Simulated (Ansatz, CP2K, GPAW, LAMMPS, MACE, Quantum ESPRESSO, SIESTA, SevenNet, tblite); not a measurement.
## 47In2O3-53ZnO (mol %) with crystalline order left by the classical run (65 atoms): runs against a plane-wave reference

Density of this cell: 6.51 g/cm³. The cell holds 65 atoms: 18 In, 10 Zn and 37 O. Cell: a = 9.453 Å, b = 9.453 Å, c = 9.453 Å, α = 90.0°, β = 90.0°, γ = 90.0°. 65 atoms (18 Sc, 10 Zn, 37 O) placed at random at 4.13 g/cm³, melted at 5000 K for 10 ps at fixed volume with the Morse and Coulomb pair potential with partial charges (Pedone, Malavasi, Menziani, Cormack and Segre, J. Phys. Chem. B 110, 11780 (2006)). Quenched from 5000 K to 300 K at 10 K/ps and fixed volume, held 10 ps at zero pressure, then minimised at fixed cell. Then Sc was replaced by In and the cell scaled by 1.027 (the potential has no terms for the new elements, so the cell is a start for a DFT relaxation).

Geometry: as built.

The reference, a calculation:

| Quantity | Value |
| --- | --- |
| method | Kohn-Sham DFT, PBE, PAW, plane waves (Ansatz 0.2.0); cutoff 420 eV, Γ point, fermi-dirac smearing of 0.05 eV; PAW set soft_2 |
| r.m.s. force component | 0.2911 eV/Å |
| longest force | 1.111 eV/Å |
| pressure | 2.139 GPa |
| gap (highest filled to lowest empty level) | 0.3639 eV |
| SCF cycles | 11 |
| time | 7.3 s on 8 threads of Arm Neoverse V2, shared host |
| CPU time | 51 s |

Q: Estimate the differences from the reference, the CPU time and the memory of each run.
- SIESTA PBE, SZ, shift 0.01 Ry, mesh 500 Ry (SIESTA 5.4.2; 1 thread)
- GPAW PBE, LCAO sz(dzp), h 0.18 Å (GPAW 26.7.0; 1 thread)
- CP2K PBE, SZV-MOLOPT-SR, 800/50 Ry, diagonalisation (CP2K 2026.2; 2 threads)
- tblite GFN2-xTB (tblite 0.8.0; 1 thread)
- GPAW PBE, grid h 0.24 Å (GPAW 26.7.0; 2 MPI ranks)
- MACE MP-0b2 small potential (MACE MP-0b2 small; 1 thread)
- MACE MPA-0 medium potential (MACE MPA-0 medium; 1 thread)
- CP2K PBE, DZVP-MOLOPT-SR, 800/50 Ry, diagonalisation (CP2K 2026.2; 4 MPI ranks)
- QE PBE, sssp-1.3.0-efficiency, 60/480 Ry (Quantum ESPRESSO 7.5; 4 MPI ranks)
- SIESTA PBE, SZP, shift 0.01 Ry, mesh 500 Ry (SIESTA 5.4.2; 2 MPI ranks)

Differences are against the plane-wave reference, forces as r.m.s. over components; share is that over the reference's r.m.s. force, slope the least-squares factor from reference forces to these. Total energies of different programs have different zeros and aren't compared.

| run | Δ force, r.m.s. (meV/Å) | share (%) | slope | Δ pressure (GPa) | Δ gap (eV) | cores | CPU time | memory (GiB) |
| --- | --- | --- | --- | --- | --- | --- | --- | --- |
| reference | - | - | - | - | - | 8 | 51 s | 1.2 |
| SIESTA PBE, SZ, shift 0.01 Ry, mesh 500 Ry (coarse) | 414 | 142 | 1.759 | -0.243 | - | 1 | 2.2 min | 0.82 |
| GPAW PBE, LCAO sz(dzp), h 0.18 Å (coarse) | 169 | 57.9 | 1.142 | - | -0.223 | 1 | 99 s | 1.2 |
| CP2K PBE, SZV-MOLOPT-SR, 800/50 Ry, diagonalisation (coarse) | 251 | 86.1 | 1.498 | 11.4 | - | 2 | 4.8 min | 3.0 |
| tblite GFN2-xTB | 199 | 68.4 | 0.576 | -10.4 | - | 1 | 6.9 s | 0.11 |
| GPAW PBE, grid h 0.24 Å (coarse) | 227 | 77.9 | 0.988 | - | 0.0362 | 2 | 14 min | 1.3 |
| MACE MP-0b2 small potential | 84.8 | 29.1 | 0.912 | 0.926 | - | 1 | 5.7 s | 0.66 |
| MACE MPA-0 medium potential | 68.0 | 23.4 | 0.940 | 0.279 | - | 1 | 7.1 s | 0.96 |
| CP2K PBE, DZVP-MOLOPT-SR, 800/50 Ry, diagonalisation | 48.5 | 16.7 | 1.093 | 2.27 | - | 4 | 7.2 min | 5.7 |
| QE PBE, sssp-1.3.0-efficiency, 60/480 Ry | 12.7 | 4.37 | 1.011 | 0.126 | - | 4 | 11 min | 2.6 |
| SIESTA PBE, SZP, shift 0.01 Ry, mesh 500 Ry (coarse) | 136 | 46.9 | 1.241 | 0.488 | - | 2 | 5.2 min | 1.7 |

Rows marked coarse were listed beforehand as settings not expected to be converged; some can still land near the reference.

Times of the machine-learned potentials are mostly Python's start and the loading of weights.

CPU time is summed over cores on a shared host, where runs went side by side, so it is rough. Symmetry, cutoffs, thresholds, outputs and thread counts weren't matched or tuned between programs; memory under MPI is the largest rank's times the ranks.

PBE on plane waves or a grid with other potentials, cutoffs or grids, coarse settings apart, differs from the reference by 4.4 % (QE PBE, sssp-1.3.0-efficiency, 60/480 Ry) of the r.m.s. force; this holds the reference's own error, so differences of a few per cent don't tell which side is nearer the exact PBE result (QE's 60 Ry are 816 eV, against the reference's 420 eV). The PBE run in local orbitals, coarse settings apart, differs by 17 % (CP2K PBE, DZVP-MOLOPT-SR, 800/50 Ry, diagonalisation); basis, grid and potentials can all enter. Tight binding differs by 68 % (tblite GFN2-xTB); it is another model, with fitted parameters of its own, and the xTB methods hold dispersion. Machine-learned potentials differ by 23 % (MACE MPA-0 medium potential) to 29 % (MACE MP-0b2 small potential); they were trained on other programs' data. Periodic xTB results under one method name differ between programs and library versions. Machine-learned potentials mimic data converged in k, so the reference's own k-point error enters their differences. The network of bonds at the start is that of the classical potential that made the cell, and needn't be the one that DFT or experiment would give. The electronic-structure runs sample only Γ, in a cell whose shortest periodic width is 9 Å.

[Hosts, paths, dates, database ids (printed as entryN), source tags and the programs' standing remarks are cut or masked in the printed files.]
